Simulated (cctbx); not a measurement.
# Cu2H3S3Cl: precision against data quality

Space group P2_1/m (no. 11), a = 6.5690 Å, b = 6.8740 Å, c = 6.5710 Å, α = 90.00°, β = 92.69°, γ = 90.00°.

```
atom  mult.       x       y       z  Ueq (Å²)
 Cu1      2     1/2       0     1/2    0.0120
 Cu2      2  0.5126     3/4  0.0004    0.0113
 Cl1      2  0.8670     3/4  0.7091    0.0168
  S1      4  0.3684  0.9853  0.8199    0.0097
  S2      2  0.6742     1/4  0.6324    0.0104
  H1      4  0.2498  0.6683  0.9850    0.0328
  H2      2  0.0525     3/4  0.4713    0.0325
```

This is a model crystal, built by substitution and not relaxed, with assumed displacement parameters.

Five simulated data sets (cctbx; Mo Kα, λ = 0.71073 Å; 3 % proportional error) differ in resolution or exposure (noise floor 8 counts in the first three, 8 in the last two). Each is refined with the right model, isotropic at 1.1 Å and anisotropic otherwise. How do the figures of merit and the uncertainties move?

| d min (Å) | top counts | ⟨I/σ⟩ (unmerged, absences included) | unique | param. (scale apart) | Rint | R1 | GooF | largest s.u. xyz (fractional) | s.u. U of H1 (Å²) | largest error (Å) |
| --- | --- | --- | --- | --- | --- | --- | --- | --- | --- | --- |
| 1.1 | 5000 | 9.4 | 233 | 21 | 0.030 | 0.0247 | 0.90 | 0.02229 | 0.0450 | 0.3051 |
| 0.84 | 5000 | 8.5 | 514 | 40 | 0.037 | 0.0286 | 0.92 | 0.01607 | 0.0224 | 0.2870 |
| 0.6 | 5000 | 5.3 | 1394 | 40 | 0.066 | 0.0424 | 0.96 | 0.01787 | 0.0185 | 0.3589 |
| 0.75 | 300 | 1.2 | 708 | 40 | 0.321 | 0.1178 | 0.94 | 0.07464 | 0.0870 | 1.2727 |
| 0.75 | 3000 | 5.5 | 708 | 40 | 0.061 | 0.0409 | 0.94 | 0.02871 | 0.0175 | 0.3694 |

The number of reflections grows roughly as 1/d³: 233, 514 and 1394 here. R1 follows the noise rather than the truth: at 300 counts it is 0.1178, at 3000 counts 0.0409, while GooF is 0.94 and 0.94: the weights 1/σ² carry the noise. The s.u. of U (U11 where anisotropic) for H1 goes 0.0450, 0.0224, 0.0185 Å² with resolution and 0.0870, 0.0175 Å² with exposure.

Hardware for the 0.6 Å refinement: 0.89 s on 1 thread of Arm Neoverse N1, on a shared host, peak memory 0.09 GiB.

[Logs are printed without paths, hosts, clocks, repeated set-up lines and the standing remarks that a program may print on its own settings, such as how far it seeks lower states.]
